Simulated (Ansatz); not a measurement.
# Decaying states in the gap of K2NaBF6, part 3 of 4

A new crystal, K2NaBF6: structure, gap and complex bands. It is built by putting B for Ga in the K2NaGaF6 structure of space group Fm-3m, with the volume rescaled by atomic radii. The parent structure comes from the Materials Project.

Ansatz 0.2.0; PBE DFT, plane waves, PAW files (the session's first sound run).

So far, gap on path (eV): step 3 (band edges) 6.67.

The structure was built from a prototype and need not be the compound's stable phase.

## 6. Decaying states in the gap, plane (001)

Level of this step: PBE DFT, plane waves, PAW files; complex bands by layer matching along the plane's normal (Ansatz).

The same for the (001) plane, at (0, 0) and (0.5, 0), to see how the decay depends on direction.

input.yaml

```yaml
crystal:
  lattice:
    - [5.62816378, 0.0, 0.0]
    - [0.0, 5.62816378, 0.0]
    - [2.81408189, 2.81408189, 3.979712775]
  atoms:
    - { symbol: K, position: [0.75, 0.25, 0.5] }
    - { symbol: K, position: [0.25, 0.75, 0.5] }
    - { symbol: Na, position: [0.5, 0.5, 0.0] }
    - { symbol: B, position: [0.0, 0.0, 0.0] }
    - { symbol: F, position: [0.2078624811, 0.7921375189, 0.0] }
    - { symbol: F, position: [0.7921375189, 0.7921375189, 0.4157249622] }
    - { symbol: F, position: [0.7921375189, 0.2078624811, 0.0] }
    - { symbol: F, position: [0.2078624811, 0.2078624811, 0.0] }
    - { symbol: F, position: [0.7921375189, 0.7921375189, 0.0] }
    - { symbol: F, position: [0.2078624811, 0.2078624811, 0.5842750378] }
kpoints:
  mp_grid: { grid: [6, 6, 6] }
scf:
  occupations: { method: fixed }
hamiltonian:
  xc: pbe
output:
  eigenvalues: true
  transmission:
    leads: [[0, 0]]
    kpoints: [[0.0, 0.0], [0.5, 0.0]]
    e_range: [-1.0, 7.67]
    de: 0.22
```

Command:

```
$ ansatz run input.yaml --threads 2 --pin off --max-ram 4096MiB --backend cpu --events-out ev --progress --plain --runs-dir out
```

Numbers of over 12 decimals in the logs are rounded to 6 here.

What it wrote:

```text
[...]
Crystal: 10 atoms, lattice volume = 126.062 Å³
Basis set: ecut = 420 eV, 2445 PW (Γ)
Bands: 46, of which v1, the nominal top of the filled ones, is band 36 counted from 1 (35 counted from 0)
Symmetry: 48 space group operations
[...]
k-points: 16 of 216
[...]
SCF iter   1: F=—  HF=-9577.414162 eV  |F-HF|=—  |Δ(HF+E_count)|=         —  Δρ=1.60e-3  dr2=9.09e-4  ethr=1.77e-3  ⟨swp⟩=4.8  Hψ=2784  notcnv=0  defer=109
[...]
SCF iter   6: F=-9577.414586 eV  HF=-9577.414586 eV  |F-HF|=5.50e-9  |Δ(HF+E_count)|=   7.25e-8  Δρ=5.38e-6  dr2=2.13e-8  ethr=1.39e-10  ⟨swp⟩=11.8  Hψ=3132  notcnv=0
SCF 1 converged in 6 iterations: F = -9577.414586 eV  dr2 = 2.13e-8
[...]
transmission: 7 of 14 steps passed
transmission: 14 of 14 steps passed
SCF converged after 6 iterations
Free energy (F): -9577.414586 eV
[...]
Internal energy: -9577.414586 eV  (E = F + TS)
E sigma→0 (E₀):  -9577.414586 eV
Fermi energy:    2.510508 eV
[...]
--- Band table (eV; the first three rows and the last of 16) ---
  k-point 0: bands = [... 32 lower, 1.8078, 2.5105, 2.5105, 2.5105, 9.1757, 12.2684, 12.2684, 12.4367, ... 6 higher]
  k-point 1: bands = [... 32 lower, 1.7658, 2.4308, 2.4308, 2.5058, 9.6234, 12.3335, 12.4623, 12.6659, ... 6 higher]
  k-point 2: bands = [... 32 lower, 1.6875, 2.2666, 2.2666, 2.4965, 10.7151, 12.3625, 12.8687, 13.1936, ... 6 higher]
  k-point 15: bands = [... 32 lower, 1.6649, 2.2201, 2.3479, 2.3589, 11.5326, 12.1901, 12.7492, 13.1075, ... 6 higher]
--- Transmission ---
  basis      : 277 plane waves across, 7 finite elements along
  points     : 2, as listed
[...]
crystal 0  : F6Na1B1K2, at the sites [0, 0], period 3.9797 Å: whole cells are its period
[...]
channels       : 0.000000e0 a spin
[...]
slowest decay  : 0.5586 /Å at (0.0000, 0.0000)
```

The job ended after 61 s (2 threads of Arm Neoverse V1, shared host; peak memory 0.8 GiB).

This step gave:

| Item | Value |
| --- | --- |
| decay constant at the filling level, zone centre | 0.5586 Å⁻¹ |
| decay constant at the filling level, slowest listed point | 0.5586 Å⁻¹ |

K parallel (0, 0); values up to 1.5 1/Å, a degenerate pair printed once or twice; energies at which all values exceed this have no row. Table of Im kz of the slowest decaying states by energy, zero at the highest filled level on the SCF mesh:

```
energy (eV)  decay 1 (Å⁻¹)  decay 2 (Å⁻¹)  decay 3 (Å⁻¹)  decay 4 (Å⁻¹)
      -1.00          0.445          0.474          0.616          0.750
      -0.56          0.211          0.358          0.411          0.523
      -0.12          0.386          0.679          0.680          0.680
       0.10          0.272          0.434          0.700          0.726
       0.32          0.450          0.470          0.717          0.761
       0.76          0.521          0.622          0.745          0.811
       1.20          0.553          0.718          0.767          0.844
       1.64          0.571          0.781          0.783          0.866
       2.08          0.580          0.796          0.825          0.880
       2.52          0.580          0.805          0.856          0.887
       2.96          0.573          0.811          0.876          0.889
       3.40          0.559          0.814          0.887          0.889
       3.62          0.549          0.815          0.884          0.893
       4.06          0.525          0.814          0.877          0.895
       4.50          0.493          0.811          0.865          0.892
       4.94          0.453          0.806          0.850          0.868
       5.38          0.402          0.797          0.832          0.833
       5.82          0.335          0.786          0.795          0.809
       6.26          0.238          0.754          0.772          0.783
       6.70          0.710          0.752          0.753          0.792
       7.14          0.662          0.716          0.730          0.754
       7.58          0.610          0.673          0.702          0.708
```

K parallel (0.5, 0); values up to 1.5 1/Å, a degenerate pair printed once or twice; energies at which all values exceed this have no row. Im kz of the slowest decaying states against energy, zero at the highest filled level on the SCF mesh:

```
energy (eV)  decay 1 (Å⁻¹)  decay 2 (Å⁻¹)  decay 3 (Å⁻¹)  decay 4 (Å⁻¹)
      -1.00         0.0685         0.0837          0.506          0.733
      -0.56          0.352          0.425          0.520          0.732
      -0.34          0.407          0.497          0.523          0.725
       0.10          0.459          0.657          0.677          0.768
       0.32          0.532          0.728          0.750          0.833
       0.76          0.617          0.794          0.848          0.908
       0.98          0.646          0.817          0.888          0.926
       1.42          0.689          0.854          0.951           1.05
       1.64          0.706          0.869          0.969           1.07
       2.08          0.732          0.895          0.996           1.09
       2.52          0.751          0.918           1.02           1.10
       2.74          0.758          0.929           1.02           1.11
       3.18          0.769          0.949           1.04           1.13
       3.40          0.772          0.959           1.04           1.14
       3.84          0.777          0.979           1.05           1.17
       4.06          0.779          0.989           1.06           1.14
       4.50          0.779           1.01           1.04           1.06
       4.94          0.777          0.965           1.03           1.07
       5.16          0.776          0.930           1.04           1.07
       5.60          0.771          0.865           1.05           1.06
       5.82          0.769          0.834           1.03           1.08
       6.26          0.765          0.769          0.994           1.11
       6.48          0.735          0.764          0.979           1.12
       6.92          0.658          0.768          0.948           1.08
       7.14          0.613          0.773          0.931           1.01
       7.58          0.499          0.792          0.873          0.895
```

At the listed wavevectors the last open channel is at -0.12 eV and the next at +6.70 eV on the grid. At +3.40 eV, the grid energy nearest the filling level (the middle of the gap on the SCF mesh), the slowest state at the listed wavevectors decays with κ = 0.559 Å⁻¹, its amplitude falling by e over 1.8 Å; the first such run, plane (111), gave 0.529 Å⁻¹.

## 7. Band edges at another level, cutoff 1500 eV

This step: PBE DFT, plane waves, JTH PAW files (Ansatz 0.2.0).

The edges again with JTH files, at the same atoms. Against that run the cutoff is 1500 eV against 420.

input.yaml

```yaml
crystal:
  lattice:
    - [0.0, 3.9797127747, 3.9797127747]
    - [3.9797127747, 0.0, 3.9797127747]
    - [3.9797127747, 3.9797127747, 0.0]
  atoms:
    - { symbol: K, position: [0.75, 0.75, 0.75] }
    - { symbol: K, position: [0.25, 0.25, 0.25] }
    - { symbol: Na, position: [0.5, 0.5, 0.5] }
    - { symbol: B, position: [0.0, 0.0, 0.0] }
    - { symbol: F, position: [0.7921375189, 0.2078624811, 0.2078624811] }
    - { symbol: F, position: [0.2078624811, 0.2078624811, 0.7921375189] }
    - { symbol: F, position: [0.2078624811, 0.7921375189, 0.7921375189] }
    - { symbol: F, position: [0.2078624811, 0.7921375189, 0.2078624811] }
    - { symbol: F, position: [0.7921375189, 0.2078624811, 0.7921375189] }
    - { symbol: F, position: [0.7921375189, 0.7921375189, 0.2078624811] }
kpoints:
  mp_grid: { grid: [6, 6, 6] }
  band_path: { path: [VBM, CBM], npoints: 30 }
scf:
  occupations: { method: fixed }
hamiltonian:
  xc: pbe
  pseudopotentials: { kind: paw, source: jth }
output:
  eigenvalues: true
```

What it wrote:

```text
Warning: <dir> the checks of this K dataset prove no rule for summing its radial tables, as where they were carried onto another mesh than they were made on, and Gregory's rule is taken, under which a leading mesh point left out moves its sums only by what lay on the interval it spanned. That does not make them correct, and they differ from Quantum ESPRESSO's on this file; a re-export a fraction of a mesh step off can move them. hamiltonian.pseudopotentials.radial_quadrature: simpson_from_first_knot sums it by `pw.x`'s rule; on a PAW file no value gives `pw.x`'s numbers. What more to know: hamiltonian.pseudopotentials.radial_quadrature, in the input reference
Warning: <dir> the checks of this Na dataset prove no rule for summing its radial tables, as where they were carried onto another mesh than they were made on, and Gregory's rule is taken, under which a leading mesh point left out moves its sums only by what lay on the interval it spanned. That does not make them correct, and they differ from Quantum ESPRESSO's on this file; a re-export a fraction of a mesh step off can move them. hamiltonian.pseudopotentials.radial_quadrature: simpson_from_first_knot sums it by `pw.x`'s rule; on a PAW file no value gives `pw.x`'s numbers. What more to know: hamiltonian.pseudopotentials.radial_quadrature, in the input reference
Warning: <dir> the checks of this B dataset prove no rule for summing its radial tables, as where they were carried onto another mesh than they were made on, and Gregory's rule is taken, under which a leading mesh point left out moves its sums only by what lay on the interval it spanned. That does not make them correct, and they differ from Quantum ESPRESSO's on this file; a re-export a fraction of a mesh step off can move them. hamiltonian.pseudopotentials.radial_quadrature: simpson_from_first_knot sums it by `pw.x`'s rule; on a PAW file no value gives `pw.x`'s numbers. What more to know: hamiltonian.pseudopotentials.radial_quadrature, in the input reference
Warning: <dir> the checks of this F dataset prove no rule for summing its radial tables, as where they were carried onto another mesh than they were made on, and Gregory's rule is taken, under which a leading mesh point left out moves its sums only by what lay on the interval it spanned. That does not make them correct, and they differ from Quantum ESPRESSO's on this file; a re-export a fraction of a mesh step off can move them. hamiltonian.pseudopotentials.radial_quadrature: simpson_from_first_knot sums it by `pw.x`'s rule; on a PAW file no value gives `pw.x`'s numbers. What more to know: hamiltonian.pseudopotentials.radial_quadrature, in the input reference
[...]
Crystal: 10 atoms, lattice volume = 126.062 Å³
Basis set: ecut = 1500 eV, 16529 PW (Γ)
Bands: 46, of which v1, the nominal top of the filled ones, is band 36 counted from 1 (35 counted from 0)
Symmetry: 48 space group operations
[...]
k-points: 16 of 216
[...]
SCF iter   1: F=—  HF=-9587.833432 eV  |F-HF|=—  |Δ(HF+E_count)|=         —  Δρ=1.36e-1  dr2=3.00e1  ethr=3.10e-3  ⟨swp⟩=8.6  Hψ=4104  notcnv=0  defer=113
[...]
SCF iter  10: F=-9577.003972 eV  HF=-9577.003972 eV  |F-HF|=1.22e-9  |Δ(HF+E_count)|=   5.17e-8  Δρ=1.38e-6  dr2=2.08e-9  ethr=1.39e-10  ⟨swp⟩=4.4  Hψ=1927  notcnv=0
SCF 1 converged in 10 iterations: F = -9577.003972 eV  dr2 = 2.08e-9
[...]
SCF converged after 10 iterations
Free energy (F): -9577.003972 eV
[...]
Internal energy: -9577.003972 eV  (E = F + TS)
E sigma→0 (E₀):  -9577.003972 eV
Fermi energy:    2.542215 eV
[...]
--- Band table (eV; the first three rows and the last of 16) ---
  k-point 0: bands = [... 32 lower, 1.8387, 2.5422, 2.5422, 2.5422, 9.1971, 12.3022, 12.3022, 12.4623, ... 6 higher]
  k-point 1: bands = [... 32 lower, 1.8208, 2.4959, 2.4959, 2.5165, 9.5331, 12.3665, 12.4515, 12.4515, ... 6 higher]
  k-point 2: bands = [... 32 lower, 1.7874, 2.4135, 2.4135, 2.4607, 10.3467, 12.0829, 12.8550, 12.8550, ... 6 higher]
  k-point 15: bands = [... 32 lower, 1.6661, 2.2122, 2.3019, 2.4556, 11.7893, 12.3667, 12.8437, 12.9058, ... 6 higher]
```

Wall time 55 s (2 threads); peak memory 1 GiB.

Numbers from this step:

| Property | Result |
| --- | --- |
| free energy | -9577.0040 eV |
| Fermi energy | 2.542 eV |
| gap on the k-mesh | 6.655 eV |
| gap on path | 6.655 eV, by band count; negative where bands overlap |
| direct gap on path | 6.655 eV |

Levels at VBM (eV): -6.42, -4.20, -4.20, -4.20, -2.44, -2.44, -2.44, -1.27, -1.27, -0.90, -0.90, -0.90, -0.70, -0.70, -0.70, 0.00, 0.00, 0.00, 6.65.

The searched edges give 6.65 eV, as on the mesh.

(Continued in part 4 of 4.)

[Logs are printed without paths, hosts, clocks, repeated set-up lines and the standing remarks that a program may print on its own settings, such as how far it seeks lower states.]

[Hosts, paths, dates, database ids (printed as entryN), source tags and the programs' standing remarks are cut or masked in the printed files.]
